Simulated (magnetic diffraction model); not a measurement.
# Which magnetic order? Yb3V5Ga4Pt2

Space group Immm (no. 71), a = 4.1730 Å, b = 9.2800 Å, c = 12.2060 Å.

```
site  atom    x       y       z
  4g    Pt    0  0.8208       0
  4i    Yb  1/2     1/2  0.2941
  2c    Yb  1/2     1/2       0
  8l    Ga  1/2  0.7778  0.1383
  2b     V  1/2       0       0
  8l     V    0  0.3674  0.8345
```

This is a made-up structure (elements placed in a structure type, unrelaxed), so the numbers test the method and describe no known phase.

Only Yb is taken to order (form factors of Yb3+); orders and moment sizes are assumed, and not adapted to the symmetry. Radiation: neutrons of λ = 2.0775 Å, 5° to 60°; isotropic B of 0.2 Å² (Pt), 0.2 Å² (Yb), 0.23 Å² (Ga) and 0.33 Å² (V). Simulated constant-wavelength pattern: nuclear and magnetic terms add, the magnetic one as |2.695 fm × Σ f S⊥ exp(2πi Q·r) exp(−B s²)|², summed over all Q at one angle with the factor 1/(sin²θ cos θ). For collinear order S is the moment m, which repeats by lattice and centring translations R with the sign exp(−2πi k·R). Free-ion form factors, Sears's scattering lengths of 1992, no absorption; a label names one of the reflections at its angle. The strongest nuclear line in the range is 100, and lines under 0.2 are left out.

Above the ordering temperature:

```csv
2θ (°),index,I
16.17,(0 1 1),3.5
19.60,(0 0 2),1.2
30.50,(1 0 1),0.9
31.68,(1 1 0),45.4
32.37,(0 1 3),19.9
32.67,(0 2 2),6.8
39.80,(0 0 4),2.1
40.54,(0 3 1),19.7
41.78,(1 0 3),3.7
48.09,(0 2 4),16.4
49.42,(1 3 0),12.1
49.80,(1 2 3),100.0
49.90,(0 3 3),14.8
51.74,(1 1 4),28.4
52.21,(0 1 5),3.6
53.20,(0 4 0),16.4
53.66,(1 3 2),16.7
57.24,(0 4 2),2.8
59.07,(1 0 5),14.7
59.72,(2 0 0),29.7
```

Below it (cell unchanged):

```tsv
2θ (°)	I
16.17	4.3
19.60	2.5
25.87	2.5
30.50	1.3
31.68	58.7
32.37	30.3
32.67	7.2
37.53	1.1
39.80	4.3
40.42	0.3
40.54	19.8
41.78	10.1
48.09	18.7
49.42	15.0
49.80	106.8
49.90	17.1
51.74	33.0
52.21	4.2
53.20	16.9
53.66	17.1
57.24	2.9
59.07	15.2
59.72	31.7
```

**Question.** Find the propagation vector, then choose among these models:
A. collinear moments along [110], 3.5 μB on Yb; signs + at (1/2, 1/2, 0.2941), − at (1/2, 1/2, 0.7059), + at (1/2, 1/2, 0)
B. collinear moments along [110], 3.5 μB on Yb; signs + at (1/2, 1/2, 0.2941), + at (1/2, 1/2, 0.7059), + at (1/2, 1/2, 0)
C. collinear moments along [001], 3.5 μB on Yb; signs + at (1/2, 1/2, 0.2941), − at (1/2, 1/2, 0.7059), + at (1/2, 1/2, 0)
D. collinear moments along [001], 3.5 μB on Yb; signs + at (1/2, 1/2, 0.2941), + at (1/2, 1/2, 0.7059), + at (1/2, 1/2, 0)

No line moves, and magnetic intensity falls on nuclear lines such as the one at 31.68°; new lines at (1 1 2) have whole indices that obey the lattice centring, at places with no nuclear intensity to speak of, so the magnetic cell equals the chemical primitive cell: k = 0.

Magnetic intensity, observed (below minus above) and for each model:

| 2θ (°) | index | observed | A | B | C | D |
| --- | --- | --- | --- | --- | --- | --- |
| 16.17 | (0 1 1) | 0.8 | 18.2 | 0.8 | 24.4 | 1.1 |
| 19.60 | (0 0 2) | 1.4 | 5.8 | 1.4 | <0.2 | <0.2 |
| 25.87 | (0 2 0) | 2.4 | 0.3 | 2.4 | 1.6 | 14.1 |
| 30.50 | (1 0 1) | 0.4 | 8.9 | 0.4 | 9.4 | 0.4 |
| 31.68 | (1 1 0) | 13.3 | 1.5 | 13.3 | 2.0 | 18.5 |
| 32.37 | (0 1 3) | 10.4 | 4.8 | 10.4 | 0.9 | 1.9 |
| 40.42 | (1 2 1) | 0.3 | 6.5 | 0.3 | 10.8 | 0.5 |
| 49.42 | (1 3 0) | 2.9 | 0.3 | 2.9 | 0.8 | 7.2 |

Model B matches.

The structure used: k = (0 0 0), collinear moments along [110], 3.5 μB on Yb; signs + at (1/2, 1/2, 0.2941), + at (1/2, 1/2, 0.7059), + at (1/2, 1/2, 0).

[Logs are printed without paths, hosts, clocks, repeated set-up lines and the standing remarks that a program may print on its own settings, such as how far it seeks lower states.]
